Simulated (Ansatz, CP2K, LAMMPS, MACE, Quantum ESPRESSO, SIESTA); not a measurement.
**Amorphous 93SiO2-7Al2O3 (mol %) (88 atoms): relaxed, then solved by several programs**

What does relaxation change in amorphous 93SiO2-7Al2O3 (mol %) (88 atoms), and how far do other programs agree with plane waves on the relaxed cell?

These are calculated values.

### Step 1. The structure

The cell holds 88 atoms (26 Si, 4 Al and 58 O), with edges of 10.89, 10.89 and 10.89 Å. Recipe: 88 atoms (26 Si, 4 Al, 58 O) placed at random at 2.27 g/cm³, melted at 5000 K for 10 ps at fixed volume with the Morse and Coulomb pair potential with partial charges (Pedone, Malavasi, Menziani, Cormack and Segre, J. Phys. Chem. B 110, 11780 (2006)). Quenched from 5000 K to 300 K at 50 K/ps and fixed volume, held 5 ps, then minimised at fixed cell. Then the atoms were relaxed with MACE MP-0b3 medium in the fixed cell. Then the atoms were relaxed with CP2K double zeta, PBE.

### Step 2. The relaxation

CP2K double zeta (DZVP-MOLOPT-SR, GTH, 480 Ry; k-points Γ) took 11 geometry steps and reached its thresholds. It started from the geometry that MACE MP-0b3 medium had relaxed.

It took 6 min on 4 MPI ranks of Arm Neoverse V1, shared host; peak memory 2.2 GiB; 24 min of CPU time.

```
                                 before           after
      energy (meV/atom)               0            -2.1
Si-O bonds under 2.16 Å  104 at 1.645 Å  104 at 1.647 Å
Al-O bonds under 2.27 Å   15 at 1.787 Å   15 at 1.789 Å
```

Atoms moved by 0.02 Å r.m.s. and 0.05 Å at most, with the common shift taken off.

### Step 3. Structure of the relaxed cell

Density 2.27 g/cm³, 14.66 Å³ an atom.

g(r), total and by pair (bins of 0.2 Å):

```csv
r (Å),total,O-O,O-Si,O-Al,Si-Si,Si-Al,Al-Al
1.50,0.37,0.00,0.96,0.00,0.00,0.00,0.00
1.70,5.00,0.00,11.72,7.34,0.00,0.00,0.00
1.90,0.31,0.00,0.40,2.59,0.00,0.00,0.00
2.10,0.03,0.00,0.00,0.54,0.00,0.00,0.00
2.30,0.00,0.00,0.00,0.00,0.00,0.00,0.00
2.50,0.46,1.02,0.00,0.35,0.00,0.00,0.00
2.70,2.37,5.39,0.00,0.00,0.00,0.67,0.00
2.90,0.69,0.99,0.12,0.50,1.75,1.22,0.00
3.10,0.90,0.69,0.31,0.24,4.24,3.52,0.00
3.30,0.58,0.47,0.53,0.00,1.46,1.40,0.00
3.50,0.74,0.64,0.88,1.24,0.00,1.59,0.00
3.70,1.01,0.65,1.64,1.29,0.00,0.70,0.00
3.90,0.96,0.46,1.60,1.90,0.10,0.66,0.00
4.10,1.18,0.78,1.72,1.83,0.63,0.30,0.00
4.30,1.24,0.76,1.83,1.18,0.98,1.57,0.00
4.50,0.90,0.89,0.84,0.89,1.21,0.96,0.00
4.70,0.91,1.19,0.58,0.60,1.25,0.66,3.00
4.90,1.07,1.42,0.64,0.83,1.44,1.25,0.00
5.10,1.12,1.61,0.62,1.02,0.93,1.33,0.00
5.30,1.17,1.39,0.91,0.86,1.30,1.60,0.00
```

Bonds by pair of elements; cutoffs follow the first minimum of g(r), held within bounds set by covalent radii, and pairs that aren't listed don't count as bonded:

```
pair A-B  cutoff (Å)  bonds  mean length (Å)  spread (Å)  shortest (Å)  B about A  A about B
    O-Si        2.16    104             1.65       0.051          1.56       1.79          4
    O-Al        2.27     15             1.79       0.087          1.70      0.259       3.75
```

How many atoms have how many bonded neighbours:

| element | mean | 2 | 3 | 4 |
| --- | --- | --- | --- | --- |
| Al | 3.75 | 0 | 1 | 3 |
| O | 2.05 | 55 | 3 | 0 |
| Si | 4 | 0 | 0 | 26 |

Bond angles, per cent of each kind in bins of 5°:

```
angle (°)  O-Si-O  Si-O-Si  O-Al-O  Al-O-Si
    75–80     0.0      0.0     4.8      0.0
    80–85     0.0      0.0     0.0      0.0
    85–90     0.0      0.0     0.0      0.0
    90–95     0.6      0.0     9.5      5.9
   95–100     2.6      0.0     0.0      5.9
  100–105    16.0      0.0     4.8      0.0
  105–110    39.1      0.0    19.0      0.0
  110–115    26.9      2.1    33.3      0.0
  115–120    11.5      4.3    19.0     11.8
  120–125     3.2     10.6     4.8      0.0
  125–130     0.0     14.9     0.0      5.9
  130–135     0.0      4.3     4.8     11.8
  135–140     0.0     12.8     0.0      5.9
  140–145     0.0      8.5     0.0     23.5
  145–150     0.0     17.0     0.0      5.9
  150–155     0.0      8.5     0.0      5.9
  155–160     0.0      8.5     0.0      5.9
  160–165     0.0      0.0     0.0      5.9
  165–170     0.0      2.1     0.0      0.0
  170–175     0.0      4.3     0.0      5.9
  175–180     0.0      2.1     0.0      0.0
```

Bond angles (no mean is given where the spread exceeds 20°):

```csv
angle,count,mean (°),spread (°)
O-Si-O,156,109,5.2
Si-O-Si,47,141,15
O-Al-O,21,110,11.2
Al-O-Si,17,-,-
```

Oxygen atoms by the number of network formers (Si, P, Ge, B, Al, As, Ga) bound to them:

```csv
network formers bound to O,O atoms,per cent
0,0,0
1,0,0
2,55,94.8
3,3,5.2
```

Network units: each former by its oxygen neighbours and how many of them bridge to another former:

```csv
former,O neighbours,bridging O,atoms
Si,4,4,26
Al,3,3,1
Al,4,4,3
```

Bond length by coordination (bonds to H left out):

```
element  coordination  atoms  mean bond length (Å)
     Al             3      1                  1.72
     Al             4      3                  1.80
      O             2     55                  1.65
      O             3      3                  1.84
```

Rings of the network by King's shortest-path rule, up to 12 atoms, one path for each pair of neighbours; H, halogens, alkali and alkaline-earth atoms are left out:

```csv
ring size (atoms),rings,per network atom
4,1,0.011
6,1,0.011
8,6,0.068
10,12,0.136
12,19,0.216
```

Among the first-shell peaks of g(r) are those at about 2.7 Å (O-O), 1.6 Å (O-Si), 1.8 Å (O-Al) and 3.1 Å (Si-Si). Counting bonds as in the table, 75 % of Al atoms have 4, 95 % of O atoms have 2 and all Si atoms have 4 bonded neighbours. The O-Si-O angle averages 109° with a spread of 5°. 95 % of the oxygens bridge two formers and 0 % are non-bridging; 5 % join three. The commonest Si unit has 4 oxygens, 4 of them shared with other formers (26 of 26 atoms). Rings of 12 atoms are the most common (49 % of those counted); sizes run from 4 to 12, where the search stops.

### Step 4. The plane-wave reference

Quantum ESPRESSO 7.5: Kohn-Sham DFT, PBE, SSSP efficiency 1.3.0 pseudopotentials, plane waves. Its input for the relaxed cell:

```
&control
  calculation = 'scf'
  pseudo_dir = './pseudo'
  outdir = './tmp'
  disk_io = 'none'
  tprnfor = .true.
  tstress = .true.
/
&system
  ibrav = 0
  nat = 88
  ntyp = 3
  ecutwfc = 60
  ecutrho = 480
  nosym = .true.
  occupations = 'smearing'
  smearing = 'fd'
  degauss = 0.003675
/
&electrons
  conv_thr = 4.4e-07
  electron_maxstep = 100
  mixing_beta = 0.4
  mixing_mode = 'plain'
  diagonalization = 'david'
/
ATOMIC_SPECIES
Si 28.085 Si.upf
Al 26.982 Al.upf
O 15.999 O.upf
CELL_PARAMETERS angstrom
10.88630 0.00000 0.00000
0.00000 10.88630 0.00000
0.00000 0.00000 10.88630
ATOMIC_POSITIONS crystal
Si 0.04732 0.56717 0.45867
Si 0.09926 0.95899 0.68417
Si 0.28773 0.62101 0.58448
[... 83 atom lines left out ...]
O 0.98785 0.52172 0.11813
O 0.00713 0.43122 0.50047
K_POINTS gamma
```

The job ended after 3.4 min (4 MPI ranks of Arm Neoverse V1, shared host; peak memory 4.2 GiB).

### Step 5. All levels at this geometry

CPU times are from a shared host and are rough.

| level | basis or training data | k-points | own r.m.s. force (meV/Å) | difference from the reference (meV/Å) | pressure (GPa) | Kohn-Sham gap (eV) | CPU time | memory (GiB) |
| --- | --- | --- | --- | --- | --- | --- | --- | --- |
| QE, PBE | plane waves, SSSP efficiency, 60/480 Ry | Γ | 105 | - | -2.49 | 4.11 | 14 min | 4.2 |
| CP2K triple zeta, PBE | TZV2P-UZH, GTH, 600 Ry | Γ | 135 | 93 | -3.94 | 4.09 | 15 min | 5.4 |
| SIESTA DZP, PBE | DZP orbitals, shift 0.01 Ry, mesh 400 Ry | Γ | 172 | 172 | 0.07 | 4.27 | 5 min | 2.4 |
| MACE MP-0b3 medium | trained on PBE(+U) plane-wave data | - | 124 | 50 | -2.45 | - | 7.8 s | 1.1 |

The gap is the spacing of the highest filled and lowest empty Kohn-Sham level on the mesh; a dash marks partly filled levels, a spacing under 0.15 eV or a method without such levels.

### Step 6. Findings

Relaxation in the fixed cell lowers the energy by 2 meV/atom at its own level and moves atoms by up to 0.05 Å. The reference finds an r.m.s. force of 105 meV/Å there and a pressure of -2.49 GPa, at a geometry that CP2K double zeta made. Forces differ from the reference's by 50 meV/Å (MACE MP-0b3 medium), 93 meV/Å (CP2K triple zeta, PBE) and 172 meV/Å (SIESTA DZP, PBE).

CP2K double zeta is at its own minimum here, so the reference's force is itself a measure of how the two differ. Pressures lie +0.0 GPa (MACE MP-0b3 medium), -1.4 GPa (CP2K triple zeta, PBE) and +2.6 GPa (SIESTA DZP, PBE) from the reference's. The highest filled and lowest empty levels lie 4.11 eV apart in the reference, against 4.09 eV in CP2K triple zeta, PBE and 4.27 eV in SIESTA DZP, PBE. Counting bonds as in the table, 75 % of Al atoms have 4, 95 % of O atoms have 2 and all Si atoms have 4 bonded neighbours. 95 % of the oxygens bridge two formers and 0 % are non-bridging; 5 % join three.

**Limits.** The density was set by the recipe and held. One sample of a disordered cell; defect or tail levels can set the gap. Gaps are read on the mesh, which holds the band edges only if they fold onto it, and semilocal functionals tend to put them under measured ones. The quench rate of 50 K/ps is many orders above laboratory rates, so the cell is likely richer in defects and strain than a real sample. The reference samples only Γ, in a cell whose shortest periodic width is 11 Å. The plane-wave runs aren't exact: their cutoffs and mesh weren't converged further here. SIESTA's automatically made basis is far from complete, and its potentials were converted by us (checked for H, C, O, Si, Ge and Ca alone). Where levels are smeared, the DFT runs use Fermi–Dirac occupations at 580 K (0.05 eV), and energies are free energies.

[Long decimals in the printed logs are rounded to 6 places.]

[Logs are printed without paths, hosts, clocks, repeated set-up lines and the standing remarks that a program may print on its own settings, such as how far it seeks lower states.]

[Hosts, paths, dates, database ids (printed as entryN), source tags and the programs' standing remarks are cut or masked in the printed files.]
